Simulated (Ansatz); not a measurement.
**How As absorbs and reflects light**

What colour and refractive index does As have at this level of theory? The cell comes from an older database entry, whose edges can differ from later determinations, mostly by under a per cent.

Main program and level: Ansatz 0.2.0; DFT, PBEsol, plane-wave PAW, default files, scalar-relativistic, independent-particle optical response without local fields.

The database entry behind the starting cell differs from later determinations by our own check (old inner coordinate), so it need not match the best structure at ambient conditions.

## Step 1: Starting point

The structure is trigonal, space group R-3m (No. 166). Conventional cell: a = 3.762 Å, b = 3.762 Å, c = 10.542 Å, α = 90.00°, β = 90.00°, γ = 120.00°. Nearest to As lie 3 As at 2.51 Å.

Structure file:

```cif
data_structure
_symmetry_space_group_name_H-M 'R-3m:H'
_symmetry_Int_Tables_number 166
_cell_length_a 3.7616
_cell_length_b 3.7616
_cell_length_c 10.5422
_cell_angle_alpha 90.000
_cell_angle_beta 90.000
_cell_angle_gamma 120.000
_cell_volume 129.18
loop_
_atom_site_label
_atom_site_type_symbol
_atom_site_symmetry_multiplicity
_atom_site_Wyckoff_symbol
_atom_site_fract_x
_atom_site_fract_y
_atom_site_fract_z
_atom_site_occupancy
As1 As 6 c 0.00000 0.00000 0.22600 1
```

## Step 2: Ground state and bands

First the ground state: is it a metal or has it a gap?

This step: DFT, PBEsol, plane-wave PAW, default files, scalar-relativistic, ground state (Ansatz 0.2.0).

File input.yaml:

```yaml
crystal:
  lattice:
    - [1.8807968987, 1.0858785957, 3.5140619945]
    - [-1.8807968987, 1.0858785957, 3.5140619945]
    - [0.0, -2.1717571915, 3.5140619945]
  atoms:
    - { symbol: As, position: [0.226, 0.226, 0.226] }
    - { symbol: As, position: [0.774, 0.774, 0.774] }
kpoints:
  mp_grid: { grid: [8, 8, 8] }
  band_path:
    path:
      - [[0.0, 0.0, 0.0], [0.5, 0.0, 0.0], [0.5, 0.23032459, -0.23032459]]
      - [[0.76967541, 0.5, 0.23032459], [0.5, 0.5, 0.5], [0.0, 0.0, 0.0], [0.36516229, 0.0, -0.36516229]]
      - [[0.63483771, 0.36516229, 0.0], [0.5, 0.5, 0.0], [0.63483771, 0.63483771, 0.23032459], [0.5, 0.5, 0.5]]
      - [[0.5, 0.0, 0.0], [0.76967541, 0.36516229, 0.36516229]]
    npoints: 5
scf:
  occupations: { method: fermi_dirac, width: 0.05 }
  n_extra_bands: 6
hamiltonian:
  xc: pbesol
  pseudopotentials: { kind: paw }
output:
  forces: true
  stress: true
  populations: true
  write_bands: true
```

The run is started by

```bash
$ ansatz run input.yaml --threads 4 --pin off --max-ram 8192MiB --backend cpu --events-out ev --progress --plain --runs-dir out
```

Numbers of over 12 decimals in the logs are rounded to 6 here.

Log:

```text
scf.n_extra_bands = 6 over 15 filled bands (N_el = 30.0): the run solves 21 bands
Engine: ansatz 0.2.0, x86_64-unknown-linux-gnu
Pseudopotentials: kind: paw
Pseudopotential: As, paw, valence charge 15, recommended cutoff 420 eV (normal), As.paw.azcp
Functional definition: PBEsol
  exchange = pbesol_x
  correlation = pbesol_c
Crystal: 2 atoms, lattice volume = 43.061 Å³
Basis set: ecut = 420 eV, 845 PW (Γ), exchange–correlation on 60×60×60 points (8 copies of the dense FFT grid, shifted against one another)
Bands: 21, of which v1, the nominal top of the filled ones, is band 15 counted from 1 (14 counted from 0)
Symmetry: 12 space group operations
Space group: R-3m (ITA 166), of the structure as read, at distance tolerance 3.5e-5 Å
k-points: 65 of 512
Non-local potential: As, projectors of the file, l = 0: 2, l = 1: 2, l = 2: 3, l = 3: 1
PAW form: soft (Blöchl's): semilocal exchange-correlation on the pseudo side does not see the compensation charge
PAW frozen core: As, regenerated for the run's functional, and the local potential with it (the file was generated under x = pbe(κ = 0.804, μ = 0.219515), c = pbe(β = 0.066725))
PAW one-centre angular grid: As, 590 points (default); XC on 64 Gauss nodes
Initial density: superposition of atomic densities (neutral atoms: chi_scale 0, normalization atom), corrected by the library's trained network
Initial wavefunctions: pseudopotential atomic-orbital guess
Functional: x = pbesol(κ = 0.804, μ = 0.123457), c = pbesol(β = 0.046)
SCF iter   1: F=—  HF=-9626.042462 eV  |F-HF|=—  |Δ(HF+E_count)|=         —  Δρ=1.98e-3  dr2=1.45e-3  ethr=1.77e-3  ⟨swp⟩=5.8  Hψ=6575  notcnv=0
preconditioner: auto → none  [insulator: Δε(μ)=0.140 eV  Ē_g=12.185 eV  σ=0.050 eV  W_gap=0.57  n_scr=14 (ndim 8)  ℏωp=17.9 eV  f_vac=0.007  D(μ)=0.27/eV (n_scr^D=0)  ε∞_Penn≈3.2]
SCF iter   2: F=—  HF=-9626.041830 eV  |F-HF|=—  |Δ(HF+E_count)|=   6.32e-4  Δρ=1.00e-3  dr2=2.43e-4  ethr=4.84e-6  ⟨swp⟩=2.9  Hψ=2882  notcnv=0  defer=11
SCF iter   3: F=—  HF=-9626.041927 eV  |F-HF|=—  |Δ(HF+E_count)|=   9.78e-5  Δρ=2.44e-4  dr2=1.47e-5  ethr=8.09e-7  ⟨swp⟩=3.0  Hψ=2263  notcnv=0  defer=11
SCF iter   4: F=—  HF=-9626.041934 eV  |F-HF|=—  |Δ(HF+E_count)|=   6.73e-6  Δρ=7.15e-5  dr2=1.33e-6  ethr=4.88e-8  ⟨swp⟩=2.0  Hψ=2263  notcnv=0  defer=11
iter 5 did not close the SCF: its close was put off for the readings that it lacked (scf_convergence_deferred on its scf_iter line)
SCF iter   5: F=-9626.041935 eV  HF=-9626.041935 eV  |F-HF|=2.79e-8  |Δ(HF+E_count)|=   4.33e-7  Δρ=1.06e-5  dr2=2.80e-8  ethr=4.45e-9  ⟨swp⟩=2.0  Hψ=2263  notcnv=0  defer=11
SCF iter   6: F=-9626.041935 eV  HF=-9626.041935 eV  |F-HF|=3.02e-10  |Δ(HF+E_count)|=   3.18e-8  Δρ=9.97e-7  dr2=2.27e-10  ethr=9.32e-11  ⟨swp⟩=4.7  Hψ=5194  notcnv=0
SCF 1 converged in 6 iterations: F = -9626.041935 eV  dr2 = 2.27e-10
  greatest PAW one-centre occupation: 0.999 electrons in one spin orbital (limit 2), on the As atom at site 1 (counted from 0), in its partial waves of l = 2
NSCF: frozen V_eff on 49 k-points
SCF converged after 6 iterations
Free energy (F): -9626.041935 eV
Harris-Foulkes:  -9626.041935 eV  (|F-HF|=3.02e-10)
Internal energy: -9626.039807 eV  (E = F + TS)
E sigma→0 (E₀):  -9626.040871 eV
Entropy (-TS):   -0.002127 eV (-1.064 meV/atom)
Fermi energy:    10.751287 eV
--- Per-component energies (eV) ---
  E_band       = -471.166427
  E_kinetic    = 205.307809
  E_local      = -3350.342444  (includes V_loc(G=0)·N_el)
  E_nonlocal   = -1336.799375
  E_hartree    = 1852.591138
  E_xc         = -157.519041
  E_vxc        = -158.560868  (∫ρ·V_xc dr)
  E_paw        = -3584.803332  (= ΣΔE_a)
  E_vpaw       = 464.046868  (= ΣTr[D̂ρ^β])
  E_aug_tail   = 0.000015  (compensation charges beyond the density's cutoff)
  E_ewald      = -3256.407433
  E_core_change = 1.932857  (= ΣΔE_core)
  E_smearing   = -0.002127  (= −TS)
  E_closure    = -0.000000  (closes the sum)
  Σ components = -9626.041935   (vs F -9626.041935, Δ=0.00e0)
--- Forces (eV/Å), atoms counted from 1 ---
  atom   1  As     0.00000000    -0.00000000     0.35887602
  atom   2  As    -0.00000000     0.00000000    -0.35887602
  max |Σ_I F_I| component: 5.55e-17 eV/Å
--- Stress (GPa, compression-positive) ---
        0.510823      -0.000000      -0.000000
        0.000000       0.510823       0.000000
       -0.000000       0.000000      -0.241682
  P = ⅓ Tr σ = 0.2600 GPa (2.600 kbar)
--- Band table (eV; the first three rows and the last of 65) ---
  k-point 0: bands = [... 11 lower, 4.8052, 8.1319, 8.5920, 8.5920, 12.1997, 13.5116, 13.5116, 17.4853, ... 2 higher]
  k-point 1: bands = [... 11 lower, 4.0997, 8.1056, 8.4345, 8.5985, 12.4861, 13.1669, 13.3596, 16.4048, ... 2 higher]
  k-point 2: bands = [... 11 lower, 2.4987, 7.8224, 8.1123, 9.1102, 11.7786, 12.5576, 12.8052, 16.6593, ... 2 higher]
  k-point 64: bands = [... 11 lower, 0.6367, 8.8393, 8.8393, 9.9421, 11.3895, 11.3895, 12.4677, 18.5350, ... 2 higher]
--- Löwdin populations: 2 sites ---
  site symbol       q [e]
     0     As     14.9616
     1     As     14.9616
  spilling = 0.002562 (of n_electrons = 30.000000)
```

Wall time 4.7 s (4 threads of AMD EPYC (Zen 3), shared host); peak memory 0.39 GiB.

This step gave:

* free energy: -9626.0419 eV
* Fermi energy: 10.75 eV
* electrons: 30
* symmetry operations: 12
* pressure: 0.2600 GPa
* volume: 43.06 Å³
* gap on the path: 0 eV

There are states at the Fermi level within the smearing, so the occupations stay smeared and the carriers get a Drude term. The cell is left with a pressure of 0.3 GPa and forces up to 0.36 eV/Å, as it stands unrelaxed at this level.

Electronic bands along the path, in eV, zero at the Fermi level; # counts the bands kept:

```csv
point,#2,#3,#4,#5,#6,#7,#8,#9
Γ,-5.95,-2.62,-2.16,-2.16,1.45,2.76,2.76,6.73
0.40 of the way,-7.56,-2.84,-2.51,-1.86,1.40,2.16,2.31,5.57
L,-11.24,-3.00,-2.94,-0.52,-0.50,0.21,1.27,8.74
0.60 of the way,-11.28,-5.69,-3.69,-2.37,0.65,3.85,4.21,7.15
B1,-10.74,-6.05,-5.53,-1.51,1.11,5.05,5.26,6.68
jump to B,-10.74,-6.05,-5.53,-1.51,1.11,5.05,5.26,6.68
0.40 of the way,-9.88,-5.72,-4.50,-0.61,0.81,4.33,4.52,7.27
Z,-10.12,-1.91,-1.91,-0.81,0.64,0.64,1.72,7.78
0.40 of the way,-8.85,-2.03,-2.03,-1.05,1.29,1.29,1.76,6.51
Γ,-5.95,-2.62,-2.16,-2.16,1.45,2.76,2.76,6.73
0.40 of the way,-7.98,-3.58,-2.14,-1.97,1.00,1.60,2.99,4.95
X,-10.99,-6.32,-3.69,-3.68,3.10,3.17,5.18,6.21
jump to Q,-10.99,-6.32,-3.69,-3.68,3.10,3.17,5.18,6.21
0.40 of the way,-10.28,-6.34,-4.10,-4.07,2.51,4.29,5.32,6.83
F,-9.88,-6.12,-4.34,-4.28,1.23,5.34,6.75,7.15
0.40 of the way,-9.97,-6.21,-4.22,-4.08,1.39,4.98,6.50,6.99
P1,-10.27,-6.28,-3.90,-3.16,1.99,3.74,5.89,6.25
0.60 of the way,-9.97,-4.41,-2.70,-1.10,1.65,1.74,3.69,7.05
Z,-10.12,-1.91,-1.91,-0.81,0.64,0.64,1.72,7.78
jump to L,-11.24,-3.00,-2.94,-0.52,-0.50,0.21,1.27,8.74
0.40 of the way,-11.08,-4.30,-3.27,-1.79,0.93,1.83,2.06,6.76
P,-10.27,-6.28,-3.90,-3.16,1.99,3.74,5.89,6.25
```

The electronic bands as a text plot (rows in eV, shown from -8.0 to 6.6 only; labels by their first letter):

```
    6.3 | *****      **          **    **     **  * *****      *
    5.7 | ***                          ** **     *   *          *
    5.1 |            ****                *  ********    *       *
    4.5 |           *   ***                     *   *
    3.9 |           *      *              **         *   *
    3.2 |          *       *             *    **      **       **
    2.6 |**                 **     ******       *       * *    *
    2.0 |  ****   **           ****    **        *   *****    * *
    1.4 |*********          ***  ******  *  **    ***    * *** *
    0.8 |    ***    *******   ***        ***              *****
    0.2 |      *****       ***                               *
   -0.4 |       **       ***                              *
   -1.0 |      *  *     *     ****                       * ***
   -1.6 |  ****        *      *   *                     *  ** *
   -2.2 |****      ****     ** *************              *    *
   -2.8 |***********                 ****   **        ** **  *  *
   -3.4 |         * *      ***           *    **     ****    ****
   -4.0 |                                       ******        *
   -4.7 |          * **  ***              **             *
   -5.3 |              **                                      *
   -5.9 |*          *******          **     **    **    *       *
   -6.5 | *                        **  **     ****  ****
   -7.1 |
   -7.7 |  **                     *      *
         Γ       L    B|B     Z      Γ        X|Q F  P     Z|L  P
```

## Step 3: Spectrum

With the density converged, the vertical transitions are summed over the zone.

This step: DFT, PBEsol, plane-wave PAW, default files, scalar-relativistic, independent-particle optical response without local fields (Ansatz 0.2.0).

input.yaml, the sections that differ from step 2:

```yaml
kpoints:
  mp_grid: { grid: [10, 10, 10] }
scf:
  occupations: { method: fermi_dirac, width: 0.05 }
output:
  optics:
    e_range: [0, 14]
    de: 0.05
    sigma: 0.1
    drude_damping: 0.05
    nscf_kmesh: { grid: [10, 10, 10] }
    bands: { spectra_wanted_up_to: 14 }
# crystal, hamiltonian: as in step 2
```

Log:

```text
[...]
Crystal: 2 atoms, lattice volume = 43.061 Å³
Basis set: ecut = 420 eV, 845 PW (Γ)
Bands: 19, of which v1, the nominal top of the filled ones, is band 15 counted from 1 (14 counted from 0)
Symmetry: 12 space group operations
[...]
k-points: 116 of 1000
[...]
SCF iter   1: F=—  HF=-9626.033500 eV  |F-HF|=—  |Δ(HF+E_count)|=         —  Δρ=1.95e-3  dr2=1.53e-3  ethr=1.77e-3  ⟨swp⟩=5.9  Hψ=10542  notcnv=0
[...]
SCF iter  10: F=-9626.032866 eV  HF=-9626.032866 eV  |F-HF|=1.82e-12  |Δ(HF+E_count)|=    0.00e0  Δρ=5.16e-8  dr2=1.74e-12  ethr=1.00e-12  ⟨swp⟩=2.4  Hψ=4575  notcnv=0
SCF 1 converged in 10 iterations: F = -9626.032866 eV  dr2 = 1.74e-12
[...]
NSCF: frozen V_eff on 116 k-points
output.optics: what the bands over the 33 summed would add to eps1, eps2 and the energy-loss function is held between a lower and an upper bound (5 Lanczos steps). eps1, eps2 and their loss function (loss_summed_bands) are given on every row as the summed bands alone make them. Along an axis, on a row where the two bounds hold the loss function to about 1 % of the greater of itself and 0.5 % of |1/eps|, its cell (loss_completed) is given, with the completed eps1 and eps2 that it is formed of (a cell that is left empty reads nan in the table and null in the record). The two bounds hold it so along every axis on all 280 rows up to 14.000 eV. [rest of the remark cut]
SCF converged after 10 iterations
Free energy (F): -9626.032866 eV
[...]
Internal energy: -9626.031072 eV  (E = F + TS)
E sigma→0 (E₀):  -9626.031969 eV
Entropy (-TS):   -0.001794 eV (-0.897 meV/atom)
Fermi energy:    10.653751 eV
[...]
--- Band table (eV; the first three rows and the last of 116) ---
  k-point 0: bands = [... 11 lower, 4.8077, 8.1343, 8.5913, 8.5913, 12.1965, 13.5108, 13.5108, 17.4868]
  k-point 1: bands = [... 11 lower, 4.3414, 8.1545, 8.4865, 8.5462, 12.4558, 13.2498, 13.4225, 16.6263]
  k-point 2: bands = [... 11 lower, 3.1956, 7.9151, 8.2435, 8.8881, 12.1489, 12.9145, 13.0610, 16.3179]
  k-point 115: bands = [... 11 lower, 0.6409, 8.8381, 8.8381, 9.9387, 11.3904, 11.3904, 12.4729, 18.5338]
```

Run time: 3 min. Hardware: 4 threads; peak memory 0.96 GiB; 10 min of CPU time.

This step gave:

| Item | Value |
| --- | --- |
| main peak of the optical conductivity above 1 eV, first axis | 3.014 eV |
| Drude plasma energy, first axis | 2.975 eV |
| bands summed | 33 |
| spectra valid up to | 23.34 eV |
| program's estimate of the k-sum error in Im epsilon | 0.09 % |
| electrons in the f-sum | 11.08 |

The Im ε has structure finer than the step of the table below, so its rows give means over 0.25 eV, whole bins alone (the curve runs from 0.3 to 14 eV). Peaks (eV: height): E ∥ x or y 0.700: 66.7; E ∥ z 3.050: 52.2.

Im ε against photon energy; means over each step:

```csv
photon energy (eV),E ∥ x or y,E ∥ z
0.50,58.8,23.9
0.75,62.6,18.7
1.00,50.1,16.2
1.25,44.2,15.3
1.50,40.9,15.7
1.75,37.3,17.1
2.00,34.5,17.1
2.25,31.4,19.1
2.50,29.4,23.7
2.75,29.0,33.7
3.00,29.5,49.3
3.25,23.3,37.1
3.50,18.1,23.6
3.75,14.9,16.5
4.00,11.9,12.8
4.25,9.91,11.3
4.50,9.79,9.92
4.75,9.34,8.33
5.00,8.99,7.88
5.25,9.11,7.71
5.50,10.0,6.97
5.75,8.02,5.80
6.00,5.90,4.85
6.25,4.22,4.03
6.50,3.30,3.39
6.75,2.71,2.93
7.00,2.25,2.49
7.25,1.96,2.33
7.50,1.84,2.50
7.75,1.96,3.44
8.00,2.36,4.44
8.25,2.76,4.65
8.50,2.89,4.13
8.75,2.92,3.59
9.00,2.49,3.20
9.25,2.16,2.89
9.50,1.87,2.56
9.75,1.72,2.31
10.00,1.55,2.09
10.25,1.39,1.88
10.50,1.25,1.72
10.75,1.13,1.58
11.00,1.03,1.43
11.25,0.963,1.26
11.50,0.925,1.17
11.75,0.876,1.12
12.00,0.812,1.07
12.25,0.748,1.02
12.50,0.692,0.939
12.75,0.649,0.866
13.00,0.567,0.781
13.25,0.527,0.712
13.50,0.498,0.670
13.75,0.489,0.651
```

Table of Re ε by photon energy:

```csv
photon energy (eV),E ∥ x or y,E ∥ z
0.5,36.0,-3.90
1.0,15.1,13.9
1.5,9.48,18.2
2.0,2.93,18.7
2.5,-0.388,22.3
3.0,-6.57,8.53
3.5,-11.3,-15.4
4.0,-9.69,-10.3
4.5,-6.06,-8.05
5.0,-5.44,-5.77
5.5,-6.17,-5.97
6.0,-8.15,-5.39
6.5,-6.25,-4.21
7.0,-4.67,-2.91
7.5,-3.18,-1.12
8.0,-2.02,-0.814
8.5,-2.20,-2.49
9.0,-2.76,-2.57
9.5,-2.52,-2.49
10.0,-2.26,-2.29
10.5,-1.99,-2.04
11.0,-1.71,-1.85
11.5,-1.45,-1.54
12.0,-1.29,-1.33
12.5,-1.11,-1.21
13.0,-0.964,-1.07
13.5,-0.763,-0.865
14.0,-0.602,-0.698
```

Values under 1 per cm are given as 1. The absorption coefficient by photon energy:

```csv
photon energy (eV),E ∥ x or y (1/cm),E ∥ z (1/cm)
0.500,2.0e5,1.9e5
1.000,4.3e5,1.9e5
1.500,6.1e5,2.6e5
2.000,8.1e5,3.7e5
2.500,9.8e5,5.7e5
3.000,1.3e6,1.4e6
3.500,1.4e6,1.7e6
4.000,1.4e6,1.5e6
4.500,1.4e6,1.5e6
5.000,1.4e6,1.4e6
5.500,1.7e6,1.5e6
6.000,1.8e6,1.5e6
6.500,1.7e6,1.4e6
7.000,1.6e6,1.3e6
7.500,1.4e6,1.0e6
8.000,1.3e6,1.3e6
8.500,1.5e6,1.6e6
9.000,1.6e6,1.7e6
9.500,1.6e6,1.7e6
10.000,1.6e6,1.7e6
10.500,1.6e6,1.6e6
11.000,1.5e6,1.6e6
11.500,1.5e6,1.5e6
12.000,1.4e6,1.5e6
12.500,1.4e6,1.5e6
13.000,1.3e6,1.4e6
13.500,1.3e6,1.4e6
14.000,1.2e6,1.3e6
```

The reflectivity at normal incidence by photon energy; read off at these points:

```csv
photon energy (eV),E ∥ x or y (%),E ∥ z (%)
0.500,65.6,59.6
0.700,67.7,48.6
0.750,67.4,47.5
1.000,64.0,45.3
1.250,62.7,45.2
1.500,61.9,46.2
1.750,61.4,47.3
2.000,60.9,47.4
2.250,60.5,49.2
2.500,59.9,52.4
2.750,60.4,57.2
3.000,64.1,65.7
3.200,67.3,70.7
3.250,67.3,70.8
3.500,66.6,70.5
3.750,66.6,69.2
4.000,65.9,66.6
4.250,62.9,63.2
4.500,58.2,63.5
4.750,58.2,61.4
5.000,56.7,58.4
5.250,55.4,57.9
5.500,58.4,60.1
5.750,66.1,61.7
6.000,69.9,62.1
6.250,72.5,62.3
6.400,72.7,61.8
6.500,72.7,61.2
6.750,72.5,59.2
7.000,72.0,56.3
7.250,69.6,47.8
7.500,65.1,35.1
7.750,56.7,29.1
8.000,47.2,34.1
8.250,45.6,41.2
8.500,46.5,45.9
8.750,50.0,48.1
9.000,54.7,48.9
9.250,56.5,50.3
9.500,57.7,51.4
9.750,57.5,51.8
10.000,58.6,52.7
10.250,59.1,53.0
10.500,59.6,53.2
10.600,59.7,53.2
10.750,59.6,53.3
11.000,59.6,54.3
11.150,59.2,54.9
11.250,58.5,54.6
11.500,57.4,53.5
11.750,56.9,52.2
12.000,57.4,51.5
12.250,57.5,51.2
12.500,57.3,52.0
12.750,57.0,52.2
13.000,58.7,52.9
13.250,57.3,52.7
13.500,55.7,51.1
13.750,53.1,48.9
14.000,49.6,45.9
```

The refractive index n and extinction k by photon energy:

```csv
photon energy (eV),"n, E ∥ x or y","k, E ∥ x or y","n, E ∥ z","k, E ∥ z"
0.5,7.23,4.04,3.19,3.75
1.0,5.78,4.28,4.19,1.92
1.5,5.08,4.04,4.58,1.69
2.0,4.34,3.99,4.69,1.82
2.5,3.81,3.86,5.23,2.26
3.0,3.49,4.33,5.52,4.69
3.5,2.23,4.03,2.50,4.66
4.0,1.67,3.53,1.73,3.65
4.5,1.67,2.98,1.54,3.23
5.0,1.59,2.82,1.41,2.78
5.5,1.72,3.02,1.27,2.75
6.0,0.981,3.02,0.964,2.51
6.5,0.638,2.58,0.770,2.19
7.0,0.504,2.22,0.673,1.83
7.5,0.493,1.85,0.887,1.38
8.0,0.737,1.60,1.37,1.64
8.5,0.842,1.70,1.08,1.91
9.0,0.689,1.80,0.875,1.83
9.5,0.554,1.68,0.734,1.74
10.0,0.488,1.58,0.635,1.64
10.5,0.424,1.47,0.559,1.53
11.0,0.379,1.36,0.494,1.45
11.5,0.368,1.26,0.445,1.32
12.0,0.342,1.19,0.434,1.23
12.5,0.313,1.10,0.400,1.17
13.0,0.275,1.02,0.357,1.09
13.5,0.272,0.915,0.339,0.990
14.0,0.300,0.832,0.364,0.911
```

Optical constants at common wavelengths, from n + ik = √ε:

```csv
wavelength (nm),n xy,k xy,R (%) xy,1/α xy,n z,k z,R (%) z,1/α z
1550,6.37,4.734,66.8,26 nm,3.94,2.269,46.7,54 nm
1064,5.52,4.189,63.2,20 nm,4.33,1.788,45.2,47 nm
800,5.00,4.076,62.0,16 nm,4.63,1.718,46.6,37 nm
450,3.69,3.913,60.4,9.2 nm,5.72,2.911,57.3,12 nm
405,3.30,4.444,65.5,7.3 nm,5.08,5.102,67.8,6.3 nm
365,2.37,4.159,66.9,7.0 nm,2.83,4.872,70.5,6.0 nm
248,1.59,2.823,56.7,7.0 nm,1.41,2.785,58.4,7.1 nm
```

A polished face would reflect 57 % of daylight and look light grey (CIE x = 0.309, y = 0.323 under D65).

## Step 4: Results

```yaml
gap_on_the_path: 0 eV
main_peak_of_the_optical_conductivity_above_1_ev_first_axis: 3.01 eV
drude_plasma_energy_first_axis: 2.98 eV
```

**Reading.** At this level (PBEsol, independent particles) As is a metal with a Drude plasma energy of 3.0 eV; it reflects 60 % at 550 nm for E ∥ x. Along x the bare Drude plasma energy is 3.0 eV; Re ε first rises through zero at 0.32 eV, far lower, because interband transitions screen the carriers. Im ε is 54 there, so the loss peak at that energy is weak. A polished face would reflect 57 % of daylight and look light grey (CIE x = 0.309, y = 0.323 under D65). In the base run ε includes the program's bounded estimate of what the bands above those summed add. The carriers' damping of 0.05 eV is typed, not computed; at 0.8 eV the carriers give 1 % of Im ε along the first axis; the rest comes from the sum over bands, which at low energy also holds close bands and the noise of the mesh. The Fermi-Dirac width of 0.05 eV acts as an electron temperature of 580 K in the carriers' term.

[Logs are printed without paths, hosts, clocks, repeated set-up lines and the standing remarks that a program may print on its own settings, such as how far it seeks lower states.]

[Hosts, paths, dates, database ids (printed as entryN), source tags and the programs' standing remarks are cut or masked in the printed files.]
